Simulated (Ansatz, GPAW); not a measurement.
# A 8-layer slab of Pt(100): converging a work function, part 2 of 2

Aim: the settings at which the work function of a 8-layer slab of Pt(100) stops moving.

GPAW 26.7.0 and Ansatz 0.2.0; Ansatz plane waves; slab in vacuum with a dipole correction, relaxation (the session's first sound run).

So far, upper work function (eV): step 2 (relaxing the atoms, PBE) 5.69; step 3 (plane waves, PBE) 5.66; step 6 (cutoff 700: ecut = 700, PBE, GPAW) 5.66; step 9 (K mesh 16×16: kpts = [16, 16], PBE, GPAW) 5.65.

**10. Scheme Methfessel-Paxton of order 0 (Gaussian), smearing 0.1**

Smearing changes the occupations near the Fermi level, and with them the level itself. Smearing helps the SCF of a metal converge, but it blurs occupations at band edges near the Fermi level.

Input file run.py:

```python
import json
import numpy as np
from ase import Atoms
from gpaw import GPAW, PW

slab = Atoms(
    ['Pt', 'Pt', 'Pt', 'Pt', 'Pt', 'Pt', 'Pt', 'Pt'],
    positions=[
        [1.38593, 1.38593, 9.00000],
        [0.00000, 0.00000, 10.96000],
        [1.38593, 1.38593, 12.92000],
        [0.00000, 0.00000, 14.88000],
        [1.38593, 1.38593, 16.91010],
        [0.00000, 0.00000, 18.93366],
        [1.38593, 1.38593, 20.94627],
        [0.00000, 0.00000, 22.91137]],
    cell=[[2.77186, 0.0, 0.0], [0.0, 2.77186, 0.0], [0.0, 0.0, 31.72]],
    pbc=[True, True, False])

slab.calc = GPAW(mode=PW(400), xc='PBE', kpts={'size': (11, 11, 1), 'gamma': True},
                 occupations={'name': 'methfessel-paxton', 'width': 0.1}, nbands='160%',
                 convergence={'density': 1e-05}, maxiter=200,
                 poissonsolver={'dipolelayer': 'xy'},
                 symmetry={'tolerance': 1e-3}, txt='slab.txt')
result = {}
energy = slab.get_potential_energy()
fermi = slab.calc.get_fermi_level()
v = slab.calc.get_electrostatic_potential().mean((0, 1)) - fermi
n = slab.calc.get_pseudo_density().mean((0, 1))
L = slab.cell[2, 2]
z = np.arange(len(v)) * L / len(v)
low, high = slab.positions[:, 2].min(), slab.positions[:, 2].max()
below, above = np.interp([low - 6.8, high + 6.8], z, v)
slopes = [np.interp(x, z, np.gradient(v, z)) for x in (low - 6.8, high + 6.8)]
eps = np.array([[slab.calc.get_eigenvalues(k, s) for k in range(len(slab.calc.get_ibz_k_points()))]
                for s in range(slab.calc.get_number_of_spins())]) - fermi
top, bottom = eps[eps < 0].max(), eps[eps > 0].min()
dipole = slab.get_dipole_moment()[2]
print(f'energy {energy:.4f} eV, Fermi level {fermi:.4f} eV, dipole {dipole:.5f} e A')
print(f'potential 6.8 A off the faces, from the Fermi level: lower {below:.4f} eV, upper {above:.4f} eV')
print(f'slope of the potential there: lower {slopes[0]:.5f}, upper {slopes[1]:.5f} eV/A')
print(f'nearest levels on the mesh: {top:.4f} and {bottom:.4f} eV')
print('magnetic moment', round(slab.get_magnetic_moment(), 3))
result.update(energy=energy, fermi=fermi, dipole=dipole, below=below, above=above, slopes=slopes, edges=[top, bottom],
              z=z.tolist(), v=v.tolist(), n=n.tolist(), positions=slab.positions.tolist(),
              forces=slab.get_forces(apply_constraint=False).tolist(), moments=slab.get_magnetic_moments().tolist())
json.dump(result, open('result.json', 'w'))
```

On the command line:

```bash
OMP_NUM_THREADS=1 OPENBLAS_NUM_THREADS=1 python run.py
```

The job ended after 22 min (1 thread of Arm Neoverse V1, shared host; peak memory 0.37 GiB).

This step gave:

```
dipole along the normal                    : -3.10e-4 e·Å
levels nearest the Fermi level on the mesh : -0.01071, 0.01541 eV from the Fermi level
upper work function                        : 5.681 eV
lower work function                        : 5.674 eV
```

The upper face's work function is 5.681 eV, against 5.661 eV in the first plane-wave PBE run at this geometry.

**11. All levels side by side**

Times are for 1 thread of Arm Neoverse V1, shared host. Results by setting:

| no. | run | upper work function (eV) | lower work function (eV) | time | memory (GiB) |
| --- | --- | --- | --- | --- | --- |
| 1 | pw | 5.661 | 5.654 | 26 min | 0.37 |
| 2 | cutoff 700 | 5.660 | 5.652 | 51 min | 0.69 |
| 3 | k mesh 16×16 | 5.650 | 5.642 | 41 min | 0.57 |
| 4 | scheme Methfessel-Paxton of order 0 (Gaussian), smearing 0.1 | 5.681 | 5.674 | 22 min | 0.37 |

**12. Without the dipole layer**

The dipole layer is taken out and the cell repeats along the normal.

Edit run.py of step 10 so:

```diff
@@ -17,8 +17,7 @@
     cell=[[2.77186, 0.0, 0.0], [0.0, 2.77186, 0.0], [0.0, 0.0, 31.72]],
-    pbc=[True, True, False])
+    pbc=[True, True, True])
 
 slab.calc = GPAW(mode=PW(400), xc='PBE', kpts={'size': (11, 11, 1), 'gamma': True},
-                 occupations={'name': 'methfessel-paxton', 'width': 0.1}, nbands='160%',
+                 occupations={'name': 'fermi-dirac', 'width': 0.1}, nbands='160%',
                  convergence={'density': 1e-05}, maxiter=200,
-                 poissonsolver={'dipolelayer': 'xy'},
                  symmetry={'tolerance': 1e-3}, txt='slab.txt')
```

Run time: 13 min. Hardware: 1 thread; peak memory 0.36 GiB.

The run finished with changed settings (dipole = false and pbc_z = true); it serves as a test.

Side by side:

| quantity | this run | sound run | difference |
| --- | --- | --- | --- |
| upper work function (eV) | 5.6585 | 5.6614 | -0.00291 |
| lower work function (eV) | 5.6563 | 5.6540 | 0.00233 |

**13. Side by side**

Results and costs are gathered.

This step: comparison of work functions, dipole and cost (GPAW 26.7.0).

Ladder, by row:

| step | code | work function, upper (eV) | work function, lower (eV) | dipole (e Å) | wall time (s) | peak memory (GiB) | threads |
| --- | --- | --- | --- | --- | --- | --- | --- |
| pw | GPAW | 5.661 | 5.654 | -3.37e-4 | 1548 | 0.37 | 1 |
| ecut200 | GPAW | 5.721 | 5.707 | -5.37e-5 | 499.4 | 0.21 | 1 |
| ecut300 | GPAW | 5.681 | 5.675 | -4.62e-4 | 821.3 | 0.28 | 1 |
| ecut700 | GPAW | 5.66 | 5.652 | -2.81e-4 | 3058 | 0.69 | 1 |
| k4 | GPAW | 5.616 | 5.615 | -5.27e-5 | 320.1 | 0.25 | 1 |
| k7 | GPAW | 5.616 | 5.609 | -3.39e-4 | 640.8 | 0.28 | 1 |
| k16 | GPAW | 5.65 | 5.642 | -3.82e-4 | 2489 | 0.57 | 1 |
| smear | GPAW | 5.681 | 5.674 | -3.10e-4 | 1298 | 0.37 | 1 |
| nodip | GPAW | 5.659 | 5.656 | -6.62e-4 | 763.9 | 0.36 | 1 |

**14. A changed run**

One more run, with changed settings.

This step: GPAW, PAW setups; slab in vacuum (GPAW 26.7.0).

Edit run.py of step 12 so:

```diff
@@ -21,3 +21,4 @@
                  occupations={'name': 'fermi-dirac', 'width': 0.1}, nbands='160%',
-                 convergence={'density': 1e-05}, maxiter=200,
+                 convergence={'density': 1e-05}, maxiter=100,
+                 poissonsolver={'dipolelayer': 'xy'},
                  symmetry={'tolerance': 1e-3}, txt='slab.txt')
```

Run time: 0.94 s. Hardware: 1 thread; peak memory 0.15 GiB.

The input was rejected at the start.

The fault put into the input: a dipole layer in a cell that repeats along the normal (pbc_z = true).

**15. Outcome**

| Property | Result |
| --- | --- |
| work function, upper and lower face | 5.661 and 5.654 eV |
| dipole along the normal | -3.4e-4 e Å |

What this shows: With plane waves and PBE the work function is 5.66 eV on the upper face and 5.65 eV on the lower. The measured value for this face is 5.7 eV (as compiled in "Anisotropic work function of elemental crystals", 2019, arxiv:1902.07811); the relaxed upper face lies 0.039 eV under it with PBE. Measured work functions scatter by a tenth of an eV or more between methods. The clean face reconstructs (W and Mo (100) only when cold), while this slab is an unreconstructed 1×1 cell, so the two are not the same surface. The other smearing (Gaussian of 0.1 eV in place of Fermi-Dirac of 0.1) moves the two faces by 0.019 and 0.020 eV on the same mesh; a mesh is converged only for its smearing. Over the sound runs of the table the upper face's work function spans 5.650 (k16) to 5.681 eV (smear). The small printed dipole stands for a step of 7.9 meV from the lower to the upper face, and the probes find 7.5 meV; values this small are near the numerical noise of both. The in-plane lattice was kept as typed, which isn't the functional's own and leaves some strain; spin-orbit coupling and temperature are left out.

[Logs are printed without paths, hosts, clocks, repeated set-up lines and the standing remarks that a program may print on its own settings, such as how far it seeks lower states.]

[Hosts, paths, dates, database ids (printed as entryN), source tags and the programs' standing remarks are cut or masked in the printed files.]
